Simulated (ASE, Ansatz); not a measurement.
## Random rock-salt (Hf, Nb, Zr, Ti)C solid solution (64 atoms): geometry optimisation

How does random rock-salt (Hf, Nb, Zr, Ti)C solid solution (64 atoms) relax, and what do bonds, charges and levels look like afterwards?

Calculated with Ansatz 0.2.0; Kohn-Sham DFT, revPBE, PAW (set soft_2), plane waves.

This is a report of a sequence of runs, with most program output left out.

### 1. The structure

The cell holds 64 atoms: 10 Ti, 32 C, 7 Zr, 8 Nb and 7 Hf. Its edges and angles: a = 9.028 Å, b = 9.028 Å, c = 9.028 Å, α = 90.0°, β = 90.0°, γ = 90.0°. It derives from HfC and ZrC, NbC and TiC. Rock-salt lattice (a = 4.514 Å, the mean of the end members), 2 x 2 x 2 cells, metal sites filled at random with 7 Hf, 8 Nb, 7 Zr, 10 Ti; not relaxed, displaced by a Gaussian of 0.02 Å.

Before any run, some limits are plain. The host structure and its lattice constant were typed by rule, without a check against the phase diagram. No spin–orbit coupling is included, so levels derived from the heavy atoms are approximate.

### 2. Single point at the start

A single point comes first, to see the forces before anything moves.

Input file input.yaml:

```yaml
crystal:
  lattice:
    - [9.028, 0.0, 0.0]
    - [0.0, 9.028, 0.0]
    - [0.0, 0.0, 9.028]
  atoms:
    - { symbol: Ti, position: [0.00125, 0.00141, 0.99962] }
    - { symbol: C, position: [0.25394, 0.00154, 0.00398] }
    - { symbol: Zr, position: [0.00234, 0.24932, 0.25256] }
    - { symbol: C, position: [0.24996, 0.24691, 0.24953] }
    - { symbol: Nb, position: [0.25436, 6.0e-05, 0.25173] }
    - { symbol: C, position: [0.00331, 0.9986, 0.24944] }
    - { symbol: Ti, position: [0.25055, 0.24862, 0.99961] }
    - { symbol: C, position: [0.00075, 0.24996, 0.99489] }
[... 52 atom lines left out ...]
    - { symbol: Hf, position: [0.74675, 0.49813, 0.75077] }
    - { symbol: C, position: [0.49832, 0.50214, 0.75269] }
    - { symbol: Zr, position: [0.75148, 0.74972, 0.50151] }
    - { symbol: C, position: [0.50255, 0.74757, 0.49963] }
kpoints:
  mp_grid: { grid: [2, 2, 2] }
hamiltonian:
  xc: revpbe
scf:
  occupations: { method: fermi_dirac, width: 0.05 }
output:
  forces: true
```

On the command line:

```bash
> ansatz run input.yaml --threads 4 --pin off --max-ram 8192MiB --backend cpu --events-out ev --progress --plain --runs-dir out
```

Run time: 1.7 min. Hardware: 4 threads of Arm Neoverse N1, shared host; peak memory 6.1 GiB.

The run gave:

| Item | Value |
| --- | --- |
| free energy | -209023.6171 eV |
| free energy per atom | -3265.9940 eV/atom |
| SCF cycles | 10 |
| r.m.s. force component | 0.5346 eV/Å |
| longest force | 1.595 eV/Å |
| Fermi energy | 17.7 eV |

The r.m.s. force component of 0.53 eV/Å sets the starting point.

Length of the force by element:

```csv
element,coordination,atoms,mean length of the force (eV/Å),spread,least,most
C,all,32,0.979,0.300,0.250,1.59
Hf,all,7,0.635,0.273,0.274,1.03
Nb,all,8,1.02,0.237,0.633,1.39
Ti,all,10,0.498,0.262,0.175,0.911
Zr,all,7,0.864,0.329,0.307,1.21
```

### 3. Relaxation

The atoms are relaxed in the fixed cell, aiming at the force tolerance of the input.

input.yaml: that of step 2 with these lines changed.

```diff
@@ -15 +15,4 @@
   forces: true
+relax:
+  f_tol: 0.05
+  max_steps: 85
```

Wall time 19 min (4 threads); peak memory 5.9 GiB; 75 min of CPU time.

Relaxation path:

```csv
step,energy less that of the first step (eV),largest force component (eV/Å)
1,0.0000,1.3779
2,-1.1520,1.0279
3,-1.6354,0.1481
4,-1.6464,0.0703
5,-1.6493,0.0561
6,-1.6512,0.0563
7,-1.6527,0.1241
8,-1.6557,0.0588
9,-1.6233,0.3832
10,-1.6571,0.0545
11,-1.6573,0.0825
12,-1.6578,0.0125
13,-1.6578,0.0125
```

Relaxation step 9 was tried and not accepted.

The atoms that moved most (Å):

```csv
atom,dx,dy,dz,length
Nb41,-0.039,0.036,0.104,0.116
C40,-0.002,-0.090,-0.056,0.106
Nb13,0.097,0.033,-0.016,0.104
Ti45,-0.098,-0.016,-0.002,0.099
C46,0.051,0.036,0.069,0.094
C26,0.037,-0.068,0.051,0.093
Ti33,-0.024,0.026,-0.085,0.092
C10,0.045,0.069,0.031,0.088
```

The relaxation changed the energy by -25.9 meV/atom, and atoms moved by 0.062 Å r.m.s., 0.12 Å at most.

### 4. Structure statistics after relaxation

Bonds before and after, by the cutoffs listed below:

```csv
pair,bonds before,bonds after,mean before (Å),mean after (Å),spread before (Å),spread after (Å)
C-Ti,60,60,2.257,2.228,0.023,0.042
C-Nb,48,48,2.256,2.251,0.033,0.042
C-Hf,42,42,2.258,2.282,0.029,0.032
C-Zr,42,42,2.258,2.281,0.024,0.033
```

Density 7.89 g/cm³, 11.50 Å³ an atom.

Pair distribution functions g(r), in bins of 0.2 Å:

```csv
r (Å),total,C-C,C-Ti,C-Nb,C-Hf,C-Zr,Ti-Ti
2.10,0.64,0.00,3.10,1.21,0.00,0.00,0.00
2.30,4.75,0.00,7.94,9.61,10.55,10.53,0.00
2.50,0.00,0.00,0.00,0.00,0.00,0.00,0.00
2.70,0.00,0.00,0.00,0.00,0.00,0.00,0.00
2.90,0.00,0.00,0.00,0.00,0.00,0.00,0.00
3.10,2.99,6.12,0.00,0.00,0.00,0.00,12.49
3.30,2.40,4.67,0.00,0.00,0.00,0.00,0.56
3.50,0.00,0.00,0.00,0.00,0.00,0.00,0.00
3.70,0.04,0.00,0.13,0.16,0.00,0.00,0.00
3.90,2.34,0.00,4.70,4.55,4.70,4.75,0.00
4.10,0.02,0.00,0.00,0.07,0.08,0.00,0.00
4.30,0.04,0.12,0.00,0.00,0.00,0.00,0.00
4.50,1.19,2.21,0.00,0.00,0.00,0.00,2.30
4.70,0.11,0.37,0.00,0.00,0.00,0.00,0.00
4.90,0.98,0.00,2.26,2.18,2.07,1.17,0.00
5.10,3.33,0.00,6.37,6.45,6.59,7.45,0.00
5.30,0.01,0.02,0.00,0.00,0.00,0.00,0.20
5.50,3.35,6.55,0.00,0.00,0.00,0.00,5.41
5.70,0.23,0.61,0.00,0.00,0.00,0.00,0.18
5.90,0.00,0.00,0.00,0.00,0.00,0.00,0.00
6.10,0.00,0.00,0.00,0.00,0.00,0.00,0.00
6.30,0.86,1.69,0.00,0.00,0.00,0.00,0.88
6.50,0.49,1.01,0.00,0.00,0.00,0.00,0.84
6.70,2.11,0.00,4.00,4.08,4.42,4.48,0.00
6.90,0.88,0.00,1.97,1.91,1.57,1.51,0.00
7.10,2.00,3.95,0.00,0.00,0.00,0.00,4.24
7.30,0.21,0.36,0.15,0.15,0.00,0.05,0.79
7.50,1.91,0.00,3.75,3.77,3.92,3.88,0.00
```

Bonds by pair of elements; cutoffs follow the first minimum of g(r), held within bounds set by covalent radii, and pairs that aren't listed don't count as bonded:

```csv
pair A-B,cutoff (Å),bonds,mean length (Å),spread (Å),shortest (Å),B about A,A about B
C-Ti,2.76,60,2.23,0.042,2.14,1.88,6
C-Nb,2.81,48,2.25,0.042,2.17,1.5,6
C-Hf,2.94,42,2.28,0.032,2.21,1.31,6
C-Zr,2.94,42,2.28,0.033,2.23,1.31,6
```

How many atoms have how many bonded neighbours:

```csv
element,mean,6
C,6,32
Hf,6,7
Nb,6,8
Ti,6,10
Zr,6,7
```

Bond angles, per cent of each kind in bins of 5°:

```csv
angle (°),C-Ti-C,C-Nb-C,C-Zr-C,C-Hf-C,Nb-C-Ti
85–90,37.3,37.5,43.8,41.0,23.0
90–95,42.7,42.5,36.2,39.0,55.4
95–100,0.0,0.0,0.0,0.0,0.0
100–105,0.0,0.0,0.0,0.0,0.0
105–110,0.0,0.0,0.0,0.0,0.0
110–115,0.0,0.0,0.0,0.0,0.0
115–120,0.0,0.0,0.0,0.0,0.0
120–125,0.0,0.0,0.0,0.0,0.0
125–130,0.0,0.0,0.0,0.0,0.0
130–135,0.0,0.0,0.0,0.0,0.0
135–140,0.0,0.0,0.0,0.0,0.0
140–145,0.0,0.0,0.0,0.0,0.0
145–150,0.0,0.0,0.0,0.0,0.0
150–155,0.0,0.0,0.0,0.0,0.0
155–160,0.0,0.0,0.0,0.0,0.0
160–165,0.0,0.0,0.0,0.0,0.0
165–170,0.0,0.0,0.0,0.0,0.0
170–175,0.0,0.0,0.0,0.0,0.0
175–180,20.0,20.0,20.0,20.0,21.6
```

Bond angles (no mean is given where the spread exceeds 20°):

```csv
angle,count,mean (°),spread (°)
C-Ti-C,150,-,-
C-Nb-C,120,-,-
C-Zr-C,105,-,-
C-Hf-C,105,-,-
Nb-C-Ti,74,-,-
```

For some of the pairs, g(r) has its first main peak near 3.19 Å (C-C), 2.23 Å (C-Ti), 2.25 Å (C-Nb), 2.28 Å (C-Hf), 2.28 Å (C-Zr) and 3.14 Å (Ti-Ti). By these cutoffs all C atoms have 6, all Hf atoms have 6, all Nb atoms have 6 and all Ti atoms have 6 bonded neighbours.

### 5. Single point at the relaxed geometry

The electronic structure is read at the final geometry, in a run of its own.

Input file input.yaml:

```yaml
crystal:
  lattice:
    - [9.028, 0.0, 0.0]
    - [0.0, 9.028, 0.0]
    - [0.0, 0.0, 9.028]
  atoms:
    - { symbol: Ti, position: [0.0004, 0.00187, 0.99784] }
    - { symbol: C, position: [0.25094, 0.00114, 0.99951] }
    - { symbol: Zr, position: [0.00106, 0.24725, 0.24732] }
    - { symbol: C, position: [0.25121, 0.24568, 0.24859] }
    [... 54 atom lines left out ...]
    - { symbol: Ti, position: [0.4982, 0.75117, 0.75128] }
    - { symbol: C, position: [0.74904, 0.75468, 0.75246] }
    - { symbol: Hf, position: [0.74685, 0.49795, 0.75176] }
    - { symbol: C, position: [0.49429, 0.49847, 0.7464] }
    - { symbol: Zr, position: [0.74761, 0.75047, 0.5034] }
    - { symbol: C, position: [0.49983, 0.74956, 0.50712] }
kpoints:
  mp_grid: { grid: [2, 2, 2] }
hamiltonian:
  xc: revpbe
scf:
  occupations: { method: fermi_dirac, width: 0.05 }
output:
  forces: true
  stress: true
  populations: true
  dos:
    method: { smearing: { sigma: 0.1 } }
    de: 0.1
    projected: { site_lists: { C: [C], Hf: [Hf], Nb: [Nb], Ti: [Ti], Zr: [Zr] } }
  eigenvalues: true
  write_density: true
  write_potential: true
  volumetric_format: npy
  elf: true
```

The job ended after 3.6 min (4 threads; peak memory 6.1 GiB; 14 min of CPU time).

The run gave:

```
free energy                             : -209025.2749 eV
free energy per atom                    : -3266.0199 eV/atom
SCF cycles                              : 10
pressure                                : 5.821 GPa
r.m.s. force component                  : 0.00383 eV/Å
longest force                           : 0.01216 eV/Å
Fermi energy                            : 17.69 eV
levels partly filled by over 2 per cent : 33
spilling of the projection              : 0.002331
```

Löwdin charges by element (they lack the spilled electrons, 0.023 e an atom on average):

```csv
element,coordination,atoms,mean charge (e),spread,least,most
C,all,32,-0.717,0.0306,-0.782,-0.667
Hf,all,7,0.681,0.0061,0.671,0.690
Nb,all,8,0.708,0.0225,0.668,0.725
Ti,all,10,0.904,0.0065,0.892,0.920
Zr,all,7,0.701,0.0077,0.689,0.712
```

Charge against the make-up of the first shell:

```csv
Ti neighbours of C,atoms,mean charge (e)
0,4,-0.683
1,11,-0.694
2,7,-0.719
3,5,-0.744
4,5,-0.761
```

Density of states as counts of states in windows of 1 eV (from the Fermi level), total and the larger projections:

```csv
from (eV),to (eV),total,C p,Ti d,Nb d,Hf d,C s,Hf f
-18,-14,0.0,0.0,0.0,0.0,0.0,0.0,0.0
-14,-13,0.1,0.0,0.0,0.0,0.0,0.0,0.0
-13,-12,3.8,0.1,0.0,0.0,0.0,1.5,0.1
-12,-11,111.8,0.4,0.3,1.3,0.8,8.2,96.1
-11,-10,37.0,0.5,1.9,2.7,2.5,21.7,1.4
-10,-9,9.3,0.1,0.4,0.3,0.3,6.7,0.3
-9,-7,0.0,0.0,0.0,0.0,0.0,0.0,0.0
-7,-6,5.7,2.5,0.4,0.9,0.5,0.2,0.0
-6,-5,24.2,11.7,1.6,3.9,1.8,0.6,0.0
-5,-4,30.9,16.9,1.9,4.8,2.0,0.5,0.0
-4,-3,74.5,38.3,9.2,10.7,6.1,1.0,0.0
-3,-2,46.7,23.9,8.5,3.5,4.6,0.6,0.0
-2,-1,9.3,4.9,1.4,1.2,0.7,0.0,0.0
-1,0,8.7,3.8,1.7,1.7,0.6,0.0,0.0
0,1,30.6,8.8,8.8,6.4,2.3,0.4,0.0
1,2,39.5,6.0,18.8,8.4,2.3,0.5,0.0
```

The stored curve holds about 362 of the 618 electrons; the rest, give or take the few that broadening carries across the Fermi level, lie in deeper levels below its range.

The levels nearest the highest filled one (over half full), pooled over k-points and spins:

```csv
level less the highest filled one (eV),occupation
-0.0485,1.47
-0.0421,1.42
-0.0384,1.39
-0.0308,1.32
-0.0103,1.13
0,1.03
0.02,0.828
0.049,0.567
0.0834,0.332
0.0952,0.272
0.0996,0.252
0.101,0.246
```

Electrostatic potential energy in the ac plane at fractional y = 0.493, with atoms of Nb and C and Hf and Zr and Ti within 0.2 Å of it. With pseudopotentials it is smooth inside the atoms' cores, unlike the true potential.

Values in eV, 13 rows by 16 columns, each cell a mean:
```
-46 -12  12 -12 -21  11   3 -19 -20  -4  13  -5 -17  11   5 -35
  5  13  16  11   9  15  15   8   6  13  14   8   6  13  15   8
-27   9   9 -13 -18  -2  14 -10 -15  12   2 -19 -20  -4  13  -9
-31   8   7 -16 -20  -5  12 -24 -32  10   0 -20 -21  -7  13 -11
 10  15  16   8   5  13  17  12  11  16  14   4   2  11  16  12
-32  -3  14   2 -11  11  10 -10 -13   4  15   0  -3  14   8 -22
-55 -18  12 -18 -43   2   4 -19 -21  -4  11 -31 -38   8   1 -45
-11   6  16  12   8  15  14   2   0  11  16   8   7  16  12  -5
  8  16  11  -5  -9   5  16  10   5  15  11 -11 -15   5  16  11
-41   7   1 -21 -20 -12  11 -24 -45   4  -4 -51 -57 -18  11 -26
 -7  13   8 -12 -15   0  15   5  -3  14   6 -25 -31  -2  15   0
 -3  10  16  12  11  15  13   4   1  11  16  11   9  15  14   2
-54 -18  11 -18 -28   9   1 -20 -20  -7  12 -19 -36   6   2 -43
```
Columns run along a (9.0 Å; values clipped at the 3rd and 97th percentile), rows up along c (9.0 Å). Atoms in or near the plane, at fractional coordinates: Nb at (0.00, 0.00), C at (0.25, 0.99), Hf at (0.25, 0.25), C at (0.00, 0.25), Zr at (0.00, 0.50), C at (0.26, 0.51), Ti at (0.25, 0.75), C at (0.01, 0.76), Hf at (0.50, 0.00), C at (0.75, 0.00), Nb at (0.75, 0.25), C at (0.50, 0.25), Ti at (0.50, 0.51), C at (0.74, 0.50) and more.

Valence density in the ac plane at fractional y = 0.493, with atoms of Nb and C and Hf and Zr and Ti within 0.2 Å of it. It is the smooth field of the valence electrons, not physical close to the nuclei.

Ten steps, logarithmic in the rise over the least value, from '_' (0 e/Å³) to '@' (29 e/Å³), each cell a mean:
```
**++--..::------::..==##@@%%**::..::------....==**
++==::__..::--::..__::++****--..__..::::....__::==
::..______......______..::::..____........______::
::....____::--::______..::....____::====::____..::
----..__::++**++--....::----::..::**%%%%++::..::--
----::..--**####==..::------::..==##@@@@##--..::--
----::..--**##**==..::------::..--##@@%%**--..::--
::::..__..--====..__..::--::..__..==****--..__..::
....______......______......______..::::..______..
--::..____..::::..____::--::..____..::....____..--
++==::....------::..::++****--....::----::....--++
++++--..::------::..--**####++..::--------..::==++
++++--....------::..::++##**==....------::....==++
==--..__..::::::..____::==--..____::::::..____::==
....______......________....______......________..
....____..--==--..____..::....____::----..____....
--::....--##%%##==....::----::..::==++++==::..::--
----::::++%%@@%%**::::--------..--++****++--..::--
----::..==%%@@%%++::..------::..::++****++::..::--
--::..__::++**++--__..::::::..__..--====--..__..::
....______..::..______......______..::::..______..
--::..____......______::==--..____..::::..____..::
++==::....::--::....--**####==....::----::....--++
**++==::::------::..==%%@@@@**::..--------::::==**
```
Columns run along a (9.0 Å), rows up along c (9.0 Å). Atoms in or near the plane, at fractional coordinates: Nb at (0.00, 0.00), C at (0.25, 0.99), Hf at (0.25, 0.25), C at (0.00, 0.25), Zr at (0.00, 0.50), C at (0.26, 0.51), Ti at (0.25, 0.75), C at (0.01, 0.76), Hf at (0.50, 0.00), C at (0.75, 0.00), Nb at (0.75, 0.25), C at (0.50, 0.25), Ti at (0.50, 0.51), C at (0.74, 0.50) and more.

Mean Löwdin charges: C -0.72, Hf +0.68, Nb +0.71, Ti +0.90, Zr +0.70 e. The charge on C changes by -0.021 e for each Ti neighbour that takes the place of another kind, on average.

Local excerpt of 13 atoms (numbers count through the whole input) about Zr31, one of the 7 Zr atoms; x, y, z are measured from there.

```csv
atom,x,y,z,distance (Å),bonds,Löwdin charge (e)
Zr31,0.00,0.00,0.00,0.00,6,0.70
C64,2.23,0.01,0.02,2.23,6,-0.72
C28,0.00,0.00,2.26,2.26,6,-0.70
C32,-2.28,0.01,-0.02,2.28,6,-0.69
C26,0.04,-2.31,0.01,2.31,6,-0.76
C10,0.00,2.32,-0.04,2.32,6,-0.67
C20,-0.03,0.03,-2.35,2.35,6,-0.69
Ti59,2.21,0.02,2.22,3.14,6,0.90
Ti57,2.21,-2.28,0.00,3.17,6,0.90
Nb13,0.05,2.29,2.20,3.18,6,0.67
Nb41,2.21,2.28,0.02,3.18,6,0.67
Ti29,0.01,-2.29,2.22,3.19,6,0.91
Nb27,-2.26,0.04,2.25,3.19,6,0.72
```

The column of bonds counts only the pairs C-Ti within 2.76 Å, C-Nb within 2.81 Å, C-Hf within 2.94 Å, C-Zr within 2.94 Å; other neighbours, such as metal atoms beside each other in a compound, aren't counted, and periodic images can show an atom twice.

### 6. Results

```json
{
  "energy change in the relaxation": "-25.9 meV/atom",
  "r.m.s. displacement": "0.062 Å",
  "largest displacement": "0.116 Å",
  "free energy per atom": "-3266.0199 eV/atom",
  "density": "7.886 g/cm³",
  "pressure": "5.821 GPa",
  "r.m.s. force component": "0.00383 eV/Å",
  "wall time of the 3 DFT runs": "24 min"
}
```

**Reading.** Relaxation lowers the energy by 25.9 meV/atom and moves atoms by 0.062 Å r.m.s.; the r.m.s. force component goes from 0.53 to 0.0038 eV/Å. By the final cutoffs no bond was broken or made. From the first step to the last the energy fell by 1.658 eV, and the largest move was 0.12 Å (Nb41). The C-Ti bonds go from 2.257 Å (spread 0.023) to 2.228 Å (spread 0.042). With the cutoffs above, all C atoms have 6, all Hf atoms have 6, all Nb atoms have 6 and all Ti atoms have 6 bonded neighbours. 33 levels are partly filled, by over 2 % (on the run's k-points): at this level the cell shows no clear gap.

**Limits.** The pressure of 5.8 GPa says that the cell would expand at this level of theory.

[Logs are printed without paths, hosts, clocks, repeated set-up lines and the standing remarks that a program may print on its own settings, such as how far it seeks lower states.]

[Hosts, paths, dates, database ids (printed as entryN), source tags and the programs' standing remarks are cut or masked in the printed files.]
